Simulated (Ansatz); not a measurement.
## CsZnH3 (model cell, started as cubic perovskite with Zn in the octahedra): following an unstable mode

Wanted: the energy along a soft mode of CsZnH3 (model cell, started as cubic perovskite with Zn in the octahedra) and the structure at the end.

Calculated with Ansatz 0.2.0; DFT r2SCAN, scalar-relativistic, plane waves, PAW; PAW set soft_1.

Report form: the programs' logs are mostly left out.

The structure was built from a prototype and need not be the compound's stable phase.

### 1. Starting point

The structure is cubic, space group Pm-3m (No. 221). The conventional cell has a = 4.091 Å, b = 4.091 Å, c = 4.091 Å, α = 90.00°, β = 90.00°, γ = 90.00°. Nearest to Cs lie 12 H at 2.89 Å. Nearest to Zn lie 6 H at 2.05 Å. Nearest to H lie 2 Zn at 2.05 Å and 4 Cs at 2.89 Å and 8 H at 2.89 Å. Farther neighbours are not listed.

### 2. The dispersion

The cell comes from relaxations at this level that are not shown. Stability and thermal properties need the whole zone. Linear response on a 2×2×2 q mesh gives force constants as far as a supercell of that size would.

The input, input.yaml:

```yaml
crystal:
  lattice:
    - [4.0907575584, 0.0, 0.0]
    - [0.0, 4.0907575584, 0.0]
    - [0.0, 0.0, 4.0907575584]
  atoms:
    - { symbol: Cs, position: [0.0, 0.0, 0.0] }
    - { symbol: Zn, position: [0.5, 0.5, 0.5] }
    - { symbol: H, position: [0.5, 0.5, 0.0] }
    - { symbol: H, position: [0.5, 0.0, 0.5] }
    - { symbol: H, position: [0.0, 0.5, 0.5] }
kpoints:
  mp_grid: { grid: [12, 12, 12] }
hamiltonian:
  xc: r2scan
  pseudopotentials: { kind: paw, azcp: { folder: soft_1 } }
scf:
  occupations: { method: methfessel_paxton, width: 0.2 }
output:
  eigenvalues: true
phonons:
  method: dfpt
  qmesh: [2, 2, 2]
  temperatures: { t_max: 1000, t_step: 50 }
  qpath:
    path:
      - [[0.0, 0.0, 0.0], [0.0, 0.5, 0.0], [0.5, 0.5, 0.0], [0.0, 0.0, 0.0], [0.5, 0.5, 0.5], [0.0, 0.5, 0.0]]
      - [[0.5, 0.5, 0.5], [0.5, 0.5, 0.0]]
    npoints: 10
```

Run with:

```sh
> ansatz run input.yaml --threads 4 --pin off --max-ram 16384MiB --backend cpu --events-out ev --progress --plain --runs-dir out
```

It took 17 min on 4 threads of Arm Neoverse V1, shared host; peak memory 4 GiB.

This step gave:

```yaml
volume_per_atom: 13.69 Å³
gap_on_the_k_mesh: 0 eV
sum_rule_residual_before_enforcement: 6.94e-5 eV/Å²
lowest_frequency_on_the_path: -1196 cm⁻¹
point_group: m-3m
highest_frequency_on_the_path_or_at_a_solved_wavevector: 974.6 cm⁻¹
highest_optical_mode_at_the_zone_centre_no_lo_to_term: 912 cm⁻¹
lowest_optical_zone_centre_mode: -374.5 cm⁻¹
lowest_mode_on_the_q_mesh_acoustic_modes_at_gamma_apart: -1196 cm⁻¹
```

Frequencies (cm⁻¹) solved at each irreducible wavevector; negative means imaginary. Frequencies by wavevector, by row:

```tsv
q in reciprocal lattice units	star	mode 1	mode 2	mode 3	mode 4	mode 13	mode 14	mode 15
0 0 0	1	-374.5	-374.5	-374.5	0	912	912	912
0 0 -0.5	3	-349.3	-349.3	94	94	909.4	909.4	958.9
0 -0.5 -0.5	3	-1196	-258.4	61.4	61.4	877.6	877.6	974.6
-0.5 -0.5 -0.5	1	-1093	-1093	102	102	926.8	926.8	926.8
```

Interpolated from a 2×2×2 q mesh, rough between the solved points. The phonon branches at the labelled points (cm⁻¹):

```tsv
point	branch 1	branch 2	branch 3	branch 4	branch 12	branch 13	branch 14	branch 15
Γ	-374	-374	-374	0	836	912	912	912
halfway	-362	-362	-184	63	869	908	908	936
X	-349	-349	94	94	900	909	909	959
halfway	-938	-300	24	73	895	900	901	956
M	-1196	-258	61	61	876	878	878	975
halfway	-759	-330	-50	33	888	896	898	953
Γ	-374	-374	-374	0	836	912	912	912
halfway	-760	-760	-24	65	850	911	911	966
R	-1093	-1093	102	102	814	927	927	927
halfway	-977	-761	34	77	845	924	931	941
X	-349	-349	94	94	900	909	909	959
jump to R	-1093	-1093	102	102	814	927	927	927
halfway	-1145	-825	82	82	824	915	915	951
M	-1196	-258	61	61	876	878	878	975
```

Symmetry leaves 4 wavevectors to solve. The lowest mode among them, the acoustic zeros apart, lies at q = (0, -0.5, -0.5) and is imaginary, 1195.7i cm⁻¹, so the energy falls along it.

### 3. The mode frozen in, largest atomic shift 0 Å

The mode followed lies at q = (-0.5, -0.5, -0.5) with frequency 1092.8i cm⁻¹ and is 2-fold degenerate, one of the unstable modes though not the softest. At small amplitude the distorted cell has space group no. 69 by a symmetry search on the positions. The undistorted cell that holds it gives the zero of energy on the same k mesh.

System of this step: CsZnH3 (model cell, started as cubic perovskite with Zn in the octahedra). Symmetry: Pm-3m, No. 221, cubic system. The conventional cell has a = 4.091 Å, b = 4.091 Å, c = 4.091 Å, α = 90.00°, β = 90.00°, γ = 90.00°. Nearest to Cs lie 12 H at 2.89 Å. Nearest to Zn lie 6 H at 2.05 Å. Nearest to H lie 2 Zn at 2.05 Å and 4 Cs at 2.89 Å and 8 H at 2.89 Å. Farther neighbours are not listed.

The input, input.yaml:

```yaml
crystal:
  lattice:
    - [4.0907575584, 4.0907575584, 0.0]
    - [4.0907575584, 0.0, 4.0907575584]
    - [4.0907575584, 0.0, -4.0907575584]
  atoms:
    - { symbol: Cs, position: [0.0, 0.0, 0.0] }
    - { symbol: Cs, position: [0.0, 0.5, 0.5] }
    - { symbol: Zn, position: [0.5, 0.25, 0.75] }
    - { symbol: Zn, position: [0.5, 0.75, 0.25] }
    - { symbol: H, position: [0.5, 0.0, 0.0] }
    - { symbol: H, position: [0.5, 0.5, 0.5] }
    - { symbol: H, position: [0.0, 0.5, 0.0] }
    - { symbol: H, position: [0.0, 0.0, 0.5] }
    - { symbol: H, position: [0.5, 0.0, 0.5] }
    - { symbol: H, position: [0.5, 0.5, 0.0] }
kpoints:
  mp_grid: { grid: [10, 10, 10] }
hamiltonian:
  xc: r2scan
  pseudopotentials: { kind: paw, azcp: { folder: soft_1 } }
scf:
  occupations: { method: methfessel_paxton, width: 0.2 }
output:
  forces: true
  stress: true
  eigenvalues: true
```

Run time: 11 s. Hardware: 4 threads; peak memory 0.95 GiB; 42 s of CPU time.

Numbers from this step:

| Property | Result |
| --- | --- |
| pressure | -0.006243 GPa |
| energy from the undistorted cell | 0 meV/atom |

The run ends at a pressure of -0.01 GPa.

### 4. The mode frozen in, largest atomic shift 0.45 Å

The atoms are moved along the unstable eigenvector, the largest shift by 0.45 Å, with the cell fixed.

input.yaml, the sections that differ from step 3:

```yaml
crystal:
  lattice:
    - [4.0907575584, 4.0907575584, 0.0]
    - [4.0907575584, 0.0, 4.0907575584]
    - [4.0907575584, 0.0, -4.0907575584]
  atoms:
    - { symbol: Cs, position: [0.0, 0.0, 0.0] }
    - { symbol: Cs, position: [0.0, 0.5, 0.5] }
    - { symbol: Zn, position: [0.5, 0.25, 0.75] }
    - { symbol: Zn, position: [0.5, 0.75, 0.25] }
    - { symbol: H, position: [0.5, 0.0211217182, -0.0211217182] }
    - { symbol: H, position: [0.5, 0.4788782818, 0.5211217182] }
    - { symbol: H, position: [-0.1100040747, 0.5550020373, 0.0550020373] }
    - { symbol: H, position: [0.1100040747, -0.0550020373, 0.4449979627] }
    - { symbol: H, position: [0.5, 0.0338803191, 0.5338803191] }
    - { symbol: H, position: [0.5, 0.4661196809, -0.0338803191] }
# kpoints, hamiltonian, scf, output: as in step 3
```

Elapsed: 32 s, on 4 threads; peak memory 1.3 GiB.

This step gave:

| Property | Result |
| --- | --- |
| pressure | 3.345 GPa |
| gap on the k-mesh | 0.7592 eV |
| energy from the undistorted cell | -63.02 meV/atom |

The energy, extrapolated to zero smearing, is -63.02 meV/atom against the undistorted cell.

The run ends at a pressure of 3.34 GPa, with forces up to 0.25 eV/Å.

### 5. Energy along the mode, all amplitudes (two of the runs are shown above)

An imaginary frequency means negative curvature, so the energy should fall and then rise again as anharmonic terms take over.

Numbers from this step:

```
depth at the lowest point sampled  : 63.02 meV/atom
largest atomic shift at that point : 0.45 Å
```

The energy from the parent by largest atomic shift:

```tsv
largest atomic shift (Å)	energy from the parent (meV/atom)
0.000	0
0.040	-1.12
0.080	-4.36
0.140	-12.5
0.220	-27.3
0.320	-47.0
0.450	-63.0
0.600	-40.7
```

Displacement at unit largest shift by atom:

```tsv
atom	x (Å)	y (Å)	z (Å)	size
Cs1	0.00	0.00	0.00	0.00
Cs2	0.00	0.00	0.00	0.00
Zn3	0.00	0.00	0.00	0.00
Zn4	0.00	0.00	0.00	0.00
H5	0.00	0.00	0.38	0.38
H6	0.00	0.00	-0.38	0.38
H7	0.00	-1.00	0.00	1.00
H8	0.00	1.00	0.00	1.00
H9	0.62	0.00	0.00	0.62
H10	-0.62	0.00	0.00	0.62
```

The lowest of the steps tried is at 0.45 Å, 63.0 meV/atom below the parent; the bottom of the well need not coincide with a step.

### 6. Relaxing from the distorted cell

Starting from the lowest point found, all atoms and the cell are let go, so that strain and other modes of the same symmetry can join in.

Edit input.yaml of step 4 so:

```diff
@@ -27 +27,6 @@
   eigenvalues: true
+relax:
+  adjacent_minimum: "off"
+  f_tol: 0.002
+  max_steps: 120
+  cell: { stress_tol: 0.03 }
```

Run time: 6.7 min. Hardware: 4 threads; peak memory 1.5 GiB; 27 min of CPU time.

The steps of the relaxation:

```tsv
step	energy less that of the first step (eV)	largest force component (eV/Å)	pressure (GPa)	volume (Å³)
1	0.0000	0.2526	3.34	136.91
2	-0.2188	0.1706	0.07	152.83
3	-0.2358	0.0750	-0.04	156.10
4	-0.2372	0.0172	-0.02	156.99
5	-0.2376	0.0170	0.00	156.91
6	-0.2441	0.0322	-0.18	157.91
7	-0.2102	0.5037	0.89	157.23
8	-0.2462	0.0044	0.01	157.16
9	-0.2465	0.0048	-0.02	157.24
10	-0.2465	0.0071	0.01	157.26
11	-0.2466	0.0015	0.00	157.22
12*	-0.2532	0.0012	0.04	157.22
13	-0.2532	0.0002	0.00	157.49
14*	-0.2532	0.0002	0.00	157.49
```

Relaxation steps marked * repeat the geometry before them on a plane-wave basis chosen anew for their cell, so energy and pressure can jump there. Relaxation step 7 was tried and not accepted.

The run keeps the 8 symmetry operations that it works with, so distortions that break them were not tested.

```tsv
cell as run	before	after	change
a (Å)	5.785	6.152	+6.3 %
b (Å)	5.785	6.020	+4.1 %
c (Å)	5.785	6.020	+4.1 %
α (°)	90.00	87.45	-2.8 %
β (°)	60.00	59.27	-1.2 %
γ (°)	60.00	59.27	-1.2 %
volume (Å³/atom)	13.69	15.75	+15.0 %
```

The atoms that moved most (Å, as changes of fractional coordinates times the final cell):

```tsv
atom	dx	dy	dz	length
H10	-0.263	0.000	0.000	0.263
H9	0.263	0.000	0.000	0.263
H6	0.000	0.000	0.175	0.175
H5	0.000	0.000	-0.175	0.175
H8	0.000	0.080	0.000	0.080
H7	0.000	-0.080	0.000	0.080
```

Numbers from this step:

```yaml
pressure: 0.002131 GPa
volume_per_atom: 15.75 Å³
gap_on_the_k_mesh: 1.071 eV
```

The distorted start has space group Fmmm; the relaxation ends in I4/mcm.

### 7. The new phase in its own primitive cell

The relaxed structure is symmetrised, reduced to its primitive cell and relaxed tightly, as its phonons need.

The input, input.yaml:

```yaml
crystal:
  lattice:
    - [-3.0760410597, 3.0760410597, 4.1609784206]
    - [3.0760410597, -3.0760410597, 4.1609784206]
    - [3.0760410597, 3.0760410597, -4.1609784206]
  atoms:
    - { symbol: Cs, position: [0.75, 0.75, 0.0] }
    - { symbol: Cs, position: [0.25, 0.25, 0.0] }
    - { symbol: Zn, position: [0.5, 0.0, 0.5] }
    - { symbol: Zn, position: [0.0, 0.5, 0.5] }
    - { symbol: H, position: [0.25, 0.75, 0.5] }
    - { symbol: H, position: [0.75, 0.25, 0.5] }
    - { symbol: H, position: [0.1857928397, 0.3142071603, 0.5] }
    - { symbol: H, position: [0.8142071603, 0.6857928397, 0.5] }
    - { symbol: H, position: [0.3142071603, 0.8142071603, 0.1284143207] }
    - { symbol: H, position: [0.6857928397, 0.1857928397, 0.8715856793] }
kpoints:
  mp_grid: { grid: [6, 6, 6] }
hamiltonian:
  xc: r2scan
  pseudopotentials: { kind: paw, azcp: { folder: soft_1 } }
scf:
  occupations: { method: fixed }
output:
  forces: true
  stress: true
  eigenvalues: true
relax:
  adjacent_minimum: "off"
  f_tol: 0.001
  max_steps: 60
  cell: { stress_tol: 0.01 }
```

The job ended after 19 s (4 threads; peak memory 0.96 GiB; 73 s of CPU time).

Little changed from the start: no atom moved by 0.005 Å and no cell edge by 0.1 %.

Numbers from this step:

```
pressure           : 0.001137 GPa
gap on the k-mesh  : 1.072 eV
direct gap on mesh : 1.606 eV
```

The largest force component left is 0.49 meV/Å and the pressure is 0.001 GPa, within the tolerances set. The cell now holds 15.75 Å³/atom.

### 8. Modes of the new phase, k-mesh 6×6×6, occupations fixed

A relaxed structure may still be a saddle point, so its zone-centre modes are computed. The response to a homogeneous field gives the Born charges and the dielectric tensor.

The input, input.yaml:

```yaml
crystal:
  lattice:
    - [-3.0761432133, 3.0761432133, 4.1613529962]
    - [3.0761432133, -3.0761432133, 4.1613529962]
    - [3.0761432133, 3.0761432133, -4.1613529962]
  atoms:
    - { symbol: Cs, position: [0.75, 0.75, 0.0] }
    - { symbol: Cs, position: [0.25, 0.25, 0.0] }
    - { symbol: Zn, position: [0.5, 0.0, 0.5] }
    - { symbol: Zn, position: [0.0, 0.5, 0.5] }
    - { symbol: H, position: [0.25, 0.75, 0.5] }
    - { symbol: H, position: [0.75, 0.25, 0.5] }
    - { symbol: H, position: [0.1858030765, 0.3141969235, 0.5] }
    - { symbol: H, position: [0.8141969235, 0.6858030765, 0.5] }
    - { symbol: H, position: [0.3141969235, 0.8141969235, 0.1283938471] }
    - { symbol: H, position: [0.6858030765, 0.1858030765, 0.8716061529] }
kpoints:
  mp_grid: { grid: [6, 6, 6] }
hamiltonian:
  xc: r2scan
  pseudopotentials: { kind: paw, azcp: { folder: soft_1 } }
scf:
  occupations: { method: fixed }
output:
  eigenvalues: true
phonons:
  method: dfpt
  dielectric: true
  rigid_motions: translations
```

It took 16 min on 4 threads; peak memory 8 GiB.

This step gave:

| Property | Result |
| --- | --- |
| sum-rule residual before enforcement | 2.63e-4 eV/Å² |
| miss of the charge sum rule | 0.01167 e |
| estimated error of the dielectric tensor | 0.02377 |
| estimated error of the Born charges | 0.01895 e |
| point group | 4/mmm |
| highest optical mode at the zone centre (no LO-TO term) | 1485 cm⁻¹ |
| lowest optical zone-centre mode | -541.1 cm⁻¹ |
| mean high-frequency dielectric constant | 4.902 |
| largest Born charge (third of the trace) | 2.088 e |
| top of the zone-centre spectrum with the field | 1539 cm⁻¹ |

Patterns of degenerate modes are one choice out of their space. Modes at Γ, with each element's share of the kinetic energy (negative means imaginary):

```tsv
mode	frequency (cm⁻¹)	symmetry	Cs %	Zn %	H %
1	-541.1	A2u	1	9	90
2	0.0	acoustic	66	32	2
3	0.0	acoustic	66	32	2
4	0.0	acoustic	66	32	2
5	75.3	Eg	100	0	0
6	75.3	Eg	100	0	0
7	81.3	A2g	100	0	0
8	89.8	Eu	3	95	2
9	89.8	Eu	3	95	2
10	100.9	B1u	0	100	0
11	116.3	Eu	31	67	2
12	116.3	Eu	31	67	2
13	145.0	A2u	33	58	8
14	233.6	B2g	0	0	100
15	517.2	B1g	0	0	100
16	570.2	Eu	0	1	99
17	570.2	Eu	0	1	99
18	572.8	Eg	0	0	100
19	572.8	Eg	0	0	100
20	620.7	A2g	0	0	100
21	710.0	Eu	0	2	98
22	710.0	Eu	0	2	98
23	809.8	B1u	0	0	100
24	858.2	Eg	0	0	100
25	858.2	Eg	0	0	100
26	952.1	A2u	0	0	100
27	1410.3	A1g	0	0	100
28	1461.0	B2g	0	0	100
29	1484.5	Eu	0	2	98
30	1484.5	Eu	0	2	98
```

Displacements in mode 1 (-541.1 cm⁻¹), the largest set to 1:
```
Cs1  0.00  0.00  0.01
Cs2  0.00  0.00  0.01
Zn3  0.00  0.00 -0.05
Zn4  0.00  0.00 -0.05
H5   0.00  0.00  1.00
H6   0.00  0.00  1.00
H7   0.00  0.00  0.51
H8   0.00  0.00  0.51
H9   0.00  0.00  0.51
H10  0.00  0.00  0.51
```

Displacements in mode 22 (710.0 cm⁻¹), the largest set to 1:
```
Cs1  0.00  0.00  0.00
Cs2  0.00  0.00  0.00
Zn3 -0.01 -0.02  0.00
Zn4  0.01 -0.02  0.00
H5   0.02  1.00  0.00
H6   0.02  1.00  0.00
H7   0.25  0.39  0.00
H8   0.25  0.39  0.00
H9  -0.23  0.38  0.00
H10 -0.23  0.38  0.00
```

Optical modes at the zone centre, without and with the macroscopic field of the longitudinal modes; each column is sorted by frequency, so a row need not hold one and the same mode. Modes with and without the field, by row:

```tsv
rank among optical modes	no field (cm⁻¹)	q along (1, 0, 0) (cm⁻¹)	q along (0, 0, 1) (cm⁻¹)
1	-541.1	-541.1	40
2	75.3	75.3	75.3
3	75.3	75.3	75.3
4	81.3	81.3	81.3
5	89.8	89.8	89.8
6	89.8	94.9	89.8
7	100.9	100.9	100.9
8	116.3	116.3	116.3
9	116.3	127.2	116.3
10	145	145	233.6
11	233.6	233.6	517.2
12	517.2	517.2	570.2
13	570.2	570.2	570.2
14	570.2	572.8	572.8
15	572.8	572.8	572.8
16	572.8	572.8	600
17	620.7	620.7	620.7
18	710	710	710
19	710	809.8	710
20	809.8	851.7	809.8
21	858.2	858.2	858.2
22	858.2	858.2	858.2
23	952.1	952.1	952.1
24	1410	1410	1410
25	1461	1461	1461
26	1484	1484	1484
27	1484	1539	1484
```

Born charge (rows field, columns displacement) (e), principal values of the symmetric part by kind of site:

```tsv
atom	atoms with these values	low	middle	high	mean
Cs1	2	0.86	1.25	1.25	1.12
Zn3	2	1.59	1.60	3.07	2.09
H5	2	-1.91	-0.87	-0.87	-1.22
H7	4	-1.19	-1.01	-0.79	-1.00
```

In full for H7:

```
-0.99  0.20  0.00
 0.20 -0.99  0.00
 0.00  0.00 -1.01
```

High-frequency dielectric tensor:

```
4.49 0.00 0.00
0.00 4.49 0.00
0.00 0.00 5.73
```

Transverse modes; imaginary modes are left out. Infrared lines, with heights relative to the strongest:

```tsv
position (cm⁻¹)	label	relative intensity
75	Eg	0.0
81	A2g	0.0
90	Eu	0.9
101	B1u	0.0
116	Eu	1.5
145	A2u	5.7
234	B2g	0.0
517	B1g	0.0
570	Eu	3.1
573	Eg	0.0
621	A2g	0.0
710	Eu	100
810	B1u	0.0
858	Eg	0.0
952	A2u	0.0
1410	A1g	0.0
1461	B2g	0.0
1484	Eu	61
```

Before it was imposed, the acoustic sum rule was missed by 2.6e-4 eV/Å² and the charge sum rule by 0.012 e. Small misses are needed for a sound result but don't prove that mesh and cutoff are converged. The lowest optical mode is imaginary, 541.1i cm⁻¹, so the energy falls along it.

### 9. The phases reached

The phases reached along the modes that were followed are set side by side.

Energies are those of the first relaxation, on the mesh of the frozen mode; space group, volume and gap are those of the last relaxation. Phases, by row:

```tsv
mode frozen in	space group	energy from parent (meV/atom)	volume (Å³/atom)	gap on mesh (eV)	lowest zone-centre optical mode (cm⁻¹)	largest shift (Å)
parent	Pm-3m	0	13.69	0	–	–
q = (0, -0.5, -0.5), 1196i cm⁻¹	P4/mbm	-88.98	15.78	1.399	-519.7	0.564
q = (-0.5, -0.5, -0.5), 1093i cm⁻¹	I4/mmm	-87.22	15.69	1.047	-147.5	0.624
q = (-0.5, -0.5, -0.5), 1093i cm⁻¹	I4/mcm	-88.34	15.75	1.071	-540.9	0.558
q = (-0.5, -0.5, -0.5), 1093i cm⁻¹	I4/mcm	-88.34	15.75	1.072	-541.1	0.559
```

### 10. Results

```
unstable mode of the parent                                                      : q = (-0.5, -0.5, -0.5), 1093i cm⁻¹
depth at the lowest point sampled                                                : 63.0 meV/atom
largest atomic shift at that point                                               : 0.45 Å
space group reached (within 0.01 Å)                                              : I4/mcm
energy gained over the parent (first relaxation, on the mesh of the frozen mode) : 88.3 meV/atom
volume per atom, phase reached                                                   : 15.8 Å³
gap on the k-mesh, phase reached                                                 : 1.07 eV
lowest optical zone-centre mode, phase reached                                   : -541 cm⁻¹
highest optical mode at the zone centre (no LO-TO term), phase reached           : 1485 cm⁻¹
```

What this shows: Along this mode the structure falls into I4/mcm, 88.3 meV/atom below the parent. At the parent's cell the well is 63.02 meV/atom deep on the steps tried, with its lowest point at a shift of 0.45 Å. Relaxing atoms and cell changes the gain by +25.32 meV/atom against the lowest step (energies at zero smearing). The new phase still has an imaginary mode at the zone centre of its cell, so it is a saddle point on the way to a lower structure. Of the 4 patterns followed to their end from this parent, this one ends 0.636 meV/atom above the lowest, P4/mbm. Another end point lies within 1 meV/atom; how such a difference moves with mesh and cutoff was not tested. Each path keeps the symmetry of its pattern, so a lower phase may lie along a pattern not tried. The q mesh stands for a supercell only 8.2 Å across, so branches between the solved wavevectors are rough. With no gap, or one that is small against the smearing, the frequencies hang on the k mesh and the smearing, most of all near Kohn anomalies. Spin-orbit coupling is left out, which can matter for the heavy elements here. A phonon run warned that its eigensolver left some bands unconverged in a pass. The starting cell was built on a prototype and not taken from a measurement, so the phase need not exist.

[Logs are printed without paths, hosts, clocks, repeated set-up lines and the standing remarks that a program may print on its own settings, such as how far it seeks lower states.]

[Hosts, paths, dates, database ids (printed as entryN), source tags and the programs' standing remarks are cut or masked in the printed files.]
